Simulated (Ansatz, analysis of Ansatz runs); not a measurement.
**Li2SnF6 (P-31m), nudged elastic band: Li_i by the interstitialcy path (q = +1)**

Wanted: path and barrier of a jump of Li in Li2SnF6 (P-31m) at charge +1. The case: Li_i by the interstitialcy path, in a cell of 72 host atoms with 1 Li put in.

Program: Ansatz 0.2.0. Level of theory: plane-wave PAW DFT, PBEsol; nudged elastic band between two relaxed defect structures at fixed charge in a uniform background. Results are calculated unless marked as measured.

Report form: the programs' logs are mostly left out.

### 1. Starting point

The cell holds 73 atoms: 17 Li, 8 Sn and 48 F. Cell: a = 9.926 Å, b = 9.926 Å, c = 9.129 Å, α = 90.0°, β = 90.0°, γ = 120.0°. It derives from Li2SnF6 (space group P-31m). Nearest the centre at fractional (0.333, 0.167, 0.348): Li73 at 0.89 Å, Li1 at 0.89 Å, F5 at 1.69 Å, F7 at 1.69 Å, F45 at 1.69 Å, F4 at 2.62 Å, F44 at 2.62 Å, F6 at 2.62 Å. The cell carries charge +1.

The cell's shortest repeat is 9.1 Å.

### 2. Relaxation of the start point, charge +1

The ends come first: from an unrelaxed start the top is counted from too high an energy, and the barrier comes out too low. Small random displacements break the symmetry of the ideal sites, so that the defect can distort if it gains by it. The charge of +1 is set by the electron count, and a uniform background keeps the cell neutral.

qp1.start/input.yaml reads:

```yaml
crystal:
  lattice:
    - [9.92600377, 6.0e-08, 0.0]
    - [-4.96300194, 8.5961714, 0.0]
    - [0.0, 0.0, 9.1294056]
  atoms:
    - { symbol: Li, position: [0.33333333, 0.16666667, 0.25] }
    - { symbol: Li, position: [0.16666667, 0.33333333, 0.25] }
    - { symbol: Sn, position: [0.0, 0.0, 0.0] }
    - { symbol: F, position: [0.16302591, 0.16302591, 0.12665251] }
    - { symbol: F, position: [0.33697409, 0.33697409, 0.37334749] }
    - { symbol: F, position: [0.33697409, 0.0, 0.12665251] }
    - { symbol: F, position: [0.16302591, 0.0, 0.37334749] }
    - { symbol: F, position: [0.0, 0.33697409, 0.12665251] }
    - { symbol: F, position: [0.0, 0.16302591, 0.37334749] }
    - { symbol: Li, position: [0.33333333, 0.16666667, 0.75] }
    - { symbol: Li, position: [0.16666667, 0.33333333, 0.75] }
    - { symbol: Sn, position: [0.0, 0.0, 0.5] }
    - { symbol: F, position: [0.16302591, 0.16302591, 0.62665251] }
    - { symbol: F, position: [0.33697409, 0.33697409, 0.87334749] }
    - { symbol: F, position: [0.33697409, 0.0, 0.62665251] }
    - { symbol: F, position: [0.16302591, 0.0, 0.87334749] }
    - { symbol: F, position: [0.0, 0.33697409, 0.62665251] }
    - { symbol: F, position: [0.0, 0.16302591, 0.87334749] }
    - { symbol: Li, position: [0.33333333, 0.66666667, 0.25] }
    - { symbol: Li, position: [0.16666667, 0.83333333, 0.25] }
    - { symbol: Sn, position: [0.0, 0.5, 0.0] }
    - { symbol: F, position: [0.16302591, 0.66302591, 0.12665251] }
    - { symbol: F, position: [0.33697409, 0.83697409, 0.37334749] }
    - { symbol: F, position: [0.33697409, 0.5, 0.12665251] }
    - { symbol: F, position: [0.16302591, 0.5, 0.37334749] }
    - { symbol: F, position: [0.0, 0.83697409, 0.12665251] }
    - { symbol: F, position: [0.0, 0.66302591, 0.37334749] }
    - { symbol: Li, position: [0.33333333, 0.66666667, 0.75] }
    - { symbol: Li, position: [0.16666667, 0.83333333, 0.75] }
    - { symbol: Sn, position: [0.0, 0.5, 0.5] }
    - { symbol: F, position: [0.16302591, 0.66302591, 0.62665251] }
    - { symbol: F, position: [0.33697409, 0.83697409, 0.87334749] }
    - { symbol: F, position: [0.33697409, 0.5, 0.62665251] }
    - { symbol: F, position: [0.16302591, 0.5, 0.87334749] }
    - { symbol: F, position: [0.0, 0.83697409, 0.62665251] }
    - { symbol: F, position: [0.0, 0.66302591, 0.87334749] }
    - { symbol: Li, position: [0.83333333, 0.16666667, 0.25] }
    - { symbol: Li, position: [0.66666667, 0.33333333, 0.25] }
    - { symbol: Sn, position: [0.5, 0.0, 0.0] }
    - { symbol: F, position: [0.66302591, 0.16302591, 0.12665251] }
    - { symbol: F, position: [0.83697409, 0.33697409, 0.37334749] }
    - { symbol: F, position: [0.83697409, 0.0, 0.12665251] }
    - { symbol: F, position: [0.66302591, 0.0, 0.37334749] }
    - { symbol: F, position: [0.5, 0.33697409, 0.12665251] }
    - { symbol: F, position: [0.5, 0.16302591, 0.37334749] }
    - { symbol: Li, position: [0.83333333, 0.16666667, 0.75] }
    - { symbol: Li, position: [0.66666667, 0.33333333, 0.75] }
    - { symbol: Sn, position: [0.5, 0.0, 0.5] }
    - { symbol: F, position: [0.66302591, 0.16302591, 0.62665251] }
    - { symbol: F, position: [0.83697409, 0.33697409, 0.87334749] }
    - { symbol: F, position: [0.83697409, 0.0, 0.62665251] }
    - { symbol: F, position: [0.66302591, 0.0, 0.87334749] }
    - { symbol: F, position: [0.5, 0.33697409, 0.62665251] }
    - { symbol: F, position: [0.5, 0.16302591, 0.87334749] }
    - { symbol: Li, position: [0.83333333, 0.66666667, 0.25] }
    - { symbol: Li, position: [0.66666667, 0.83333333, 0.25] }
    - { symbol: Sn, position: [0.5, 0.5, 0.0] }
    - { symbol: F, position: [0.66302591, 0.66302591, 0.12665251] }
    - { symbol: F, position: [0.83697409, 0.83697409, 0.37334749] }
    - { symbol: F, position: [0.83697409, 0.5, 0.12665251] }
    - { symbol: F, position: [0.66302591, 0.5, 0.37334749] }
    - { symbol: F, position: [0.5, 0.83697409, 0.12665251] }
    - { symbol: F, position: [0.5, 0.66302591, 0.37334749] }
    - { symbol: Li, position: [0.83333333, 0.66666667, 0.75] }
    - { symbol: Li, position: [0.66666667, 0.83333333, 0.75] }
    - { symbol: Sn, position: [0.5, 0.5, 0.5] }
    - { symbol: F, position: [0.66302591, 0.66302591, 0.62665251] }
    - { symbol: F, position: [0.83697409, 0.83697409, 0.87334749] }
    - { symbol: F, position: [0.83697409, 0.5, 0.62665251] }
    - { symbol: F, position: [0.66302591, 0.5, 0.87334749] }
    - { symbol: F, position: [0.5, 0.83697409, 0.62665251] }
    - { symbol: F, position: [0.5, 0.66302591, 0.87334749] }
    - { symbol: Li, position: [0.333333, 0.166667, 0.445669] }
total_charge: 1
basis:
  ecutwfc: 420
  xc_grid: 2
hamiltonian:
  xc: pbesol
kpoints:
  mp_grid: { grid: [1, 1, 1], shift: [0.25, 0.25, 0.25] }
scf:
  occupations: { method: fixed }
  max_iter: 120
output:
  forces: true
relax:
  f_tol: 0.02
  max_steps: 70
  random_displacement: { amplitude: 0.03, seed: 4112 }
```

The run is started by

```bash
ansatz run input.yaml --threads 4 --pin off --max-ram 14131MiB --backend cpu --events-out ev --progress --plain --runs-dir out
```

The job ended after 68 s (4 threads of Arm Neoverse V1, shared host; peak memory 1.5 GiB; 4.3 min of CPU time).

The steps of the relaxation:

| step | energy less that of the first step (eV) | largest force component (eV/Å) |
| --- | --- | --- |
| 1 | 0.0000 | 2.9939 |
| 2 | -1.0885 | 2.1387 |
| 3 | -1.7598 | 0.8439 |
| 4 | -1.9016 | 0.1016 |
| 5 | -1.9072 | 0.0089 |
| 6 | -1.9072 | 0.0089 |

The atoms that moved most (Å, from the sites as typed, ahead of the random displacement, the mean shift of all atoms taken out):

| atom | dx | dy | dz | length |
| --- | --- | --- | --- | --- |
| Li73 | 0.000 | 0.000 | 0.487 | 0.487 |
| Li1 | 0.000 | -0.001 | -0.329 | 0.329 |
| Li10 | 0.000 | 0.000 | 0.311 | 0.311 |
| F13 | 0.061 | -0.046 | -0.063 | 0.099 |
| F15 | 0.009 | 0.075 | -0.063 | 0.099 |
| F53 | -0.070 | -0.030 | -0.063 | 0.099 |
| Sn48 | 0.085 | -0.049 | -0.007 | 0.099 |
| Sn66 | 0.000 | 0.098 | -0.007 | 0.098 |

Neighbours of Li73 at the end:

| atom | distance (Å) |
| --- | --- |
| F45 | 1.953 |
| F5 | 1.953 |
| F7 | 1.953 |
| F15 | 1.954 |
| F13 | 1.954 |
| F53 | 1.954 |
| Li10 | 2.602 |
| Li1 | 2.603 |

Read from the output:

- free energy: -89542.7007 eV
- r.m.s. move of the farther half of the atoms: 0.03148 Å
- largest move from the ideal geometry of this structure, a common shift of the far atoms taken out: 0.4950 Å

The relaxation gained 1.907 eV and ended with a largest force component of 0.0089 eV/Å.

### 3. Relaxation of the end point, charge +1

The end point is relaxed in the same cell and settings, so that the two energies compare. Atoms more than 3.2 Å from the middle of the hop start where the first relaxation left them, the nearer ones on or close to their ideal places, with small random displacements.

qp1.end/input.yaml reads:

```yaml
crystal:
  lattice:
    - [9.92600377, 6.0e-08, 0.0]
    - [-4.96300194, 8.5961714, 0.0]
    - [0.0, 0.0, 9.1294056]
  atoms:
    - { symbol: Li, position: [0.3333, 0.1667, -0.0543] }
    - { symbol: Li, position: [0.16666667, 0.33333333, 0.25] }
[... 1 atom line left out ...]
    - { symbol: F, position: [0.16302591, 0.16302591, 0.12665251] }
    - { symbol: F, position: [0.33697409, 0.33697409, 0.37334749] }
    - { symbol: F, position: [0.33697409, 0.0, 0.12665251] }
    - { symbol: F, position: [0.16302591, 0.0, 0.37334749] }
[... 5 atom lines left out ...]
    - { symbol: F, position: [0.16302591, 0.16302591, 0.62665251] }
[... 6 atom lines left out ...]
    - { symbol: Li, position: [0.16666667, 0.83333333, 0.25] }
[... 17 atom lines left out ...]
    - { symbol: Li, position: [0.66666667, 0.33333333, 0.25] }
[... 5 atom lines left out ...]
    - { symbol: F, position: [0.5, 0.33697409, 0.12665251] }
    - { symbol: F, position: [0.5, 0.16302591, 0.37334749] }
[... 7 atom lines left out ...]
    - { symbol: F, position: [0.5, 0.33697409, 0.62665251] }
[... 19 atom lines left out ...]
    - { symbol: Li, position: [0.333333, 0.166667, 0.25] }
total_charge: 1
basis:
  ecutwfc: 420
  xc_grid: 2
hamiltonian:
  xc: pbesol
kpoints:
  mp_grid: { grid: [1, 1, 1], shift: [0.25, 0.25, 0.25] }
scf:
  occupations: { method: fixed }
  max_iter: 120
output:
  forces: true
relax:
  f_tol: 0.02
  max_steps: 70
  random_displacement: { amplitude: 0.01, seed: 4112 }
```

Wall time 67 s (4 threads); peak memory 1.5 GiB.

Relaxation path:

| step | energy less that of the first step (eV) | largest force component (eV/Å) |
| --- | --- | --- |
| 1 | 0.0000 | 5.6779 |
| 2 | -1.1781 | 4.4272 |
| 3 | -2.1306 | 2.7296 |
| 4 | -2.8138 | 1.0178 |
| 5 | -3.0155 | 0.0699 |
| 6 | -3.0180 | 0.0068 |

The atoms that moved most (Å, from the sites as typed, ahead of the random displacement):

| atom | dx | dy | dz | length |
| --- | --- | --- | --- | --- |
| Li10 | 0.000 | 0.000 | -0.640 | 0.640 |
| Li1 | 0.000 | 0.000 | 0.494 | 0.494 |
| Li73 | -0.001 | 0.000 | 0.321 | 0.321 |
| Li65 | 0.001 | 0.000 | -0.122 | 0.122 |
| Li56 | 0.000 | 0.000 | 0.120 | 0.120 |
| F14 | 0.087 | -0.045 | 0.031 | 0.103 |
| F16 | -0.005 | 0.098 | 0.031 | 0.103 |
| F54 | -0.082 | -0.053 | 0.031 | 0.103 |

Neighbours of Li73 at the end:

| atom | distance (Å) |
| --- | --- |
| F5 | 1.884 |
| F45 | 1.884 |
| F7 | 1.885 |
| F44 | 2.205 |
| F4 | 2.205 |
| F6 | 2.205 |
| Li1 | 2.605 |
| Li2 | 2.907 |
| Li38 | 2.907 |
| Li20 | 2.907 |

Read from the output:

```yaml
free_energy: -89542.7007 eV
r_m_s_move_of_the_farther_half_of_the_atoms: 0.03770 Å
largest_move_from_the_ideal_geometry_of_this_structure_a_common_shift_of_the_far_atoms_taken_out: 0.5040 Å
```

The relaxation gained 3.018 eV and ended with a largest force component of 0.0068 eV/Å. The end lies within 1 meV of the start.

### 4. Nudged elastic band, charge +1

5 movable images are laid between the ends on a pair-potential path, which keeps atoms from colliding in the first guess. Each image feels the true force across the path and a spring force along it. The highest image is set to climb to the top of the path.

This step: plane-wave PAW DFT, PBEsol; nudged elastic band between two relaxed defect structures at fixed charge in a uniform background.

qp1.neb/input.yaml reads:

```yaml
crystal:
  lattice:
    - [9.92600377, 6.0e-08, 0.0]
    - [-4.96300194, 8.5961714, 0.0]
    - [0.0, 0.0, 9.1294056]
  atoms:
    - { symbol: Li, position: [0.33335988, 0.16648754, 0.21368979] }
    - { symbol: Li, position: [0.16404321, 0.33322815, 0.24839644] }
    - { symbol: Sn, position: [-0.00355243, -0.00189742, -0.00103472] }
    - { symbol: F, position: [0.16139915, 0.16383495, 0.1232321] }
    - { symbol: F, position: [0.34228775, 0.33347984, 0.37841275] }
    - { symbol: F, position: [0.33612189, -0.00274464, 0.12327285] }
    - { symbol: F, position: [0.16648451, 0.0086521, 0.37831455] }
    - { symbol: F, position: [-0.00019918, 0.33647844, 0.12521174] }
    - { symbol: F, position: [-0.00183708, 0.16114552, 0.37305388] }
    - { symbol: Li, position: [0.33336995, 0.16662906, 0.78380574] }
    - { symbol: Li, position: [0.16678446, 0.33598345, 0.74967391] }
    - { symbol: Sn, position: [-0.01136371, -0.00581477, 0.4989888] }
    - { symbol: F, position: [0.16658276, 0.15762947, 0.61949021] }
    - { symbol: F, position: [0.33613372, 0.33857211, 0.87474387] }
    - { symbol: F, position: [0.34233596, 0.00870382, 0.61948426] }
    - { symbol: F, position: [0.1613751, -0.00264337, 0.87466194] }
    - { symbol: F, position: [0.00140859, 0.33702889, 0.62538799] }
    - { symbol: F, position: [0.00164809, 0.16112818, 0.86882341] }
    - { symbol: Li, position: [0.33043945, 0.66466559, 0.24688162] }
    - { symbol: Li, position: [0.16674128, 0.8305999, 0.24840501] }
    - { symbol: Sn, position: [4.706e-05, 0.4999334, -0.00098752] }
    - { symbol: F, position: [0.16354601, 0.66315326, 0.12517478] }
    - { symbol: F, position: [0.33881202, 0.83676546, 0.37308076] }
    - { symbol: F, position: [0.33887327, 0.4983817, 0.12915933] }
    - { symbol: F, position: [0.1629892, 0.49860986, 0.37263692] }
    - { symbol: F, position: [0.0016443, 0.84028288, 0.12911975] }
    - { symbol: F, position: [0.00135882, 0.66415294, 0.37262962] }
    - { symbol: Li, position: [0.33040459, 0.66563203, 0.75114759] }
    - { symbol: Li, position: [0.16400942, 0.83059431, 0.74959892] }
    - { symbol: Sn, position: [7.106e-05, 0.49993134, 0.49900443] }
    - { symbol: F, position: [0.1630043, 0.6641991, 0.62533957] }
    - { symbol: F, position: [0.33880949, 0.84027973, 0.86885006] }
    - { symbol: F, position: [0.33882874, 0.50181864, 0.62501315] }
    - { symbol: F, position: [0.16349903, 0.50017094, 0.87281253] }
    - { symbol: F, position: [-0.00180308, 0.83677611, 0.62492222] }
    - { symbol: F, position: [-0.00021135, 0.66310759, 0.87276572] }
    - { symbol: Li, position: [0.83441719, 0.16954697, 0.24688145] }
    - { symbol: Li, position: [0.66939245, 0.33593742, 0.24840968] }
    - { symbol: Sn, position: [0.50186045, -0.00189492, -0.0010313] }
    - { symbol: F, position: [0.65970215, 0.16114914, 0.12908687] }
    - { symbol: F, position: [0.83582156, 0.33699537, 0.3726569] }
    - { symbol: F, position: [0.83532623, 0.0010036, 0.12481654] }
    - { symbol: F, position: [0.66759926, -0.00038503, 0.37021607] }
    - { symbol: F, position: [0.50265864, 0.33863434, 0.12328212] }
    - { symbol: F, position: [0.49128869, 0.15760418, 0.37830478] }
    - { symbol: Li, position: [0.83537697, 0.16959499, 0.75113881] }
    - { symbol: Li, position: [0.66935548, 0.33317271, 0.74963278] }
    - { symbol: Sn, position: [0.50579665, -0.00576839, 0.49896808] }
    - { symbol: F, position: [0.66319156, 0.16120528, 0.62491134] }
    - { symbol: F, position: [0.83682487, 0.3364445, 0.87283546] }
    - { symbol: F, position: [0.83226075, -0.00039583, 0.62780435] }
    - { symbol: F, position: [0.66586794, 0.00095886, 0.87314626] }
    - { symbol: F, position: [0.49124841, 0.33341501, 0.61952369] }
    - { symbol: F, position: [0.5025597, 0.16378333, 0.8746975] }
    - { symbol: Li, position: [0.83532727, 0.66560601, 0.24689114] }
    - { symbol: Li, position: [0.66675512, 0.83328254, 0.24223695] }
    - { symbol: Sn, position: [0.50185877, 0.50355045, -0.00101417] }
    - { symbol: F, position: [0.66588175, 0.66471622, 0.12479415] }
    - { symbol: F, position: [0.83220519, 0.83237004, 0.37024544] }
    - { symbol: F, position: [0.83686566, 0.50022356, 0.12521818] }
    - { symbol: F, position: [0.6631453, 0.50180098, 0.37305275] }
    - { symbol: F, position: [0.49903347, 0.83413179, 0.12483491] }
    - { symbol: F, position: [0.50038213, 0.66778892, 0.37022589] }
    - { symbol: Li, position: [0.83436147, 0.66460089, 0.75109998] }
    - { symbol: Li, position: [0.66669138, 0.83323002, 0.75570831] }
    - { symbol: Sn, position: [0.50571714, 0.51134268, 0.49898592] }
    - { symbol: F, position: [0.66756185, 0.66774054, 0.62775975] }
    - { symbol: F, position: [0.83525941, 0.83407069, 0.87318209] }
    - { symbol: F, position: [0.83583679, 0.49859426, 0.62538449] }
    - { symbol: F, position: [0.65964869, 0.49831233, 0.86882538] }
    - { symbol: F, position: [0.50040827, 0.83245666, 0.62779159] }
    - { symbol: F, position: [0.49900727, 0.66471875, 0.87317911] }
    - { symbol: Li, position: [0.33338835, 0.16656911, 0.4987631] }
total_charge: 1
basis:
  ecutwfc: 420
  xc_grid: 2
hamiltonian:
  xc: pbesol
kpoints:
  mp_grid: { grid: [1, 1, 1], shift: [0.25, 0.25, 0.25] }
scf:
  occupations: { method: fixed }
  max_iter: 120
output:
  forces: true
neb:
  images: 5
  f_tol: 0.04
  climbing: true
  initial_path: idpp
  max_iterations: 45
  order_check: false
  final_atoms:
    - { symbol: Li, position: [0.33356937, 0.16643031, -0.00121053] }
    - { symbol: Li, position: [0.16687924, 0.3359132, 0.24945016] }
[... 1 atom line left out ...]
    - { symbol: F, position: [0.16679933, 0.15755069, 0.11946192] }
    - { symbol: F, position: [0.33639256, 0.33856472, 0.37450848] }
    - { symbol: F, position: [0.34249502, 0.00859918, 0.11948364] }
    - { symbol: F, position: [0.16141393, -0.00283803, 0.37446065] }
[... 5 atom lines left out ...]
    - { symbol: F, position: [0.16150629, 0.16365046, 0.62306735] }
[... 1 atom line left out ...]
    - { symbol: F, position: [0.33640171, -0.00278359, 0.62312943] }
[... 28 atom lines left out ...]
    - { symbol: F, position: [0.49141009, 0.33322558, 0.11950556] }
    - { symbol: F, position: [0.50280173, 0.16357432, 0.37445993] }
[... 7 atom lines left out ...]
    - { symbol: F, position: [0.50282991, 0.33855383, 0.62311396] }
[... 19 atom lines left out ...]
    - { symbol: Li, position: [0.33355269, 0.16646932, 0.28415104] }
```

Run time: 12 min. Hardware: 4 threads; peak memory 5.1 GiB; 32 min of CPU time.

The path, image by image:

| image | path (Å) | energy (eV) | Li1: x, y, z (Å) |
| --- | --- | --- | --- |
| 0 | 0.000 | 0.0000 | 2.483, 1.431, 1.951 |
| 1 | 0.542 | 0.1156 | 2.485, 1.431, 1.484 |
| 2 | 1.083 | 0.2183 | 2.487, 1.431, 0.968 |
| 3 | 1.690 | 0.1550 | 2.489, 1.432, 0.407 |
| 4 | 2.296 | 0.2127 | 2.484, 1.431, 0.228 |
| 5 | 2.902 | 0.1360 | 2.484, 1.431, 0.139 |
| 6 | 3.508 | 0.0000 | 2.485, 1.431, -0.011 |

Read from the output:

```
free energy      : -89542.4824 eV
barrier forward  : 0.2183 eV
barrier backward : 0.2183 eV
end less start   : 4.15e-6 eV
hop length       : 1.959 Å
```

Track of the atom that was set to move:

| image | x (Å) | y (Å) | z (Å) | nearest neighbour | distance (Å) |
| --- | --- | --- | --- | --- | --- |
| 0 | 2.483 | 1.432 | 4.553 | F | 1.953 |
| 1 | 2.482 | 1.432 | 4.415 | F | 1.921 |
| 2 | 2.483 | 1.432 | 4.327 | F | 1.899 |
| 3 | 2.482 | 1.431 | 4.222 | F | 1.873 |
| 4 | 2.483 | 1.431 | 3.7 | F | 1.797 |
| 5 | 2.483 | 1.431 | 3.121 | F | 1.794 |
| 6 | 2.485 | 1.431 | 2.594 | F | 1.884 |

The band met its tolerance of 0.04 eV/Å after 7 iterations, with image 2 on top (the start counts as 0). Li1, which moves farthest between the ends, has 3 F at 1.88 Å nearest at the start and 3 F at 1.79 Å at the top. The path has 2 maxima, and only the highest was climbed.

### 5. Single point at the start point, PBEsol, denser k-mesh

Three single points on a mesh of more k-points (start, top, end) test the sampling. The start is shown; top and end are run alike.

This step: plane-wave PAW DFT, PBEsol; single point of a defect supercell on a structure of the PBEsol path.

qp1.start.mesh/input.yaml reads:

```yaml
crystal:
  lattice:
    - [9.92600377, 6.0e-08, 0.0]
    - [-4.96300194, 8.5961714, 0.0]
    - [0.0, 0.0, 9.1294056]
  atoms:
    - { symbol: Li, position: [0.33335988, 0.16648754, 0.21368979] }
    - { symbol: Li, position: [0.16404321, 0.33322815, 0.24839644] }
[... 1 atom line left out ...]
    - { symbol: F, position: [0.16139915, 0.16383495, 0.1232321] }
    - { symbol: F, position: [0.34228775, 0.33347984, 0.37841275] }
    - { symbol: F, position: [0.33612189, -0.00274464, 0.12327285] }
    - { symbol: F, position: [0.16648451, 0.0086521, 0.37831455] }
[... 5 atom lines left out ...]
    - { symbol: F, position: [0.16658276, 0.15762947, 0.61949021] }
[... 1 atom line left out ...]
    - { symbol: F, position: [0.34233596, 0.00870382, 0.61948426] }
[... 28 atom lines left out ...]
    - { symbol: F, position: [0.50265864, 0.33863434, 0.12328212] }
    - { symbol: F, position: [0.49128869, 0.15760418, 0.37830478] }
[... 7 atom lines left out ...]
    - { symbol: F, position: [0.49124841, 0.33341501, 0.61952369] }
[... 19 atom lines left out ...]
    - { symbol: Li, position: [0.33338835, 0.16656911, 0.4987631] }
total_charge: 1
basis:
  ecutwfc: 420
  xc_grid: 2
hamiltonian:
  xc: pbesol
kpoints:
  mp_grid: { grid: [2, 2, 2], shift: [0.5, 0.5, 0.5] }
scf:
  occupations: { method: fixed }
  max_iter: 120
output:
  forces: true
  eigenvalues: true
checkpoint:
  write: "../qp1.start.mesh.run"
  compress: false
  write_wavefunctions: false
  write_every: 100000
```

Elapsed: 49 s, on 4 threads; peak memory 4.2 GiB.

Numbers from this step:

```
free energy : -89542.6853 eV
```

(Part 1 of 2 ends here.)

[Logs are printed without paths, hosts, clocks, repeated set-up lines and the standing remarks that a program may print on its own settings, such as how far it seeks lower states.]

[Hosts, paths, dates, database ids (printed as entryN), source tags and the programs' standing remarks are cut or masked in the printed files.]
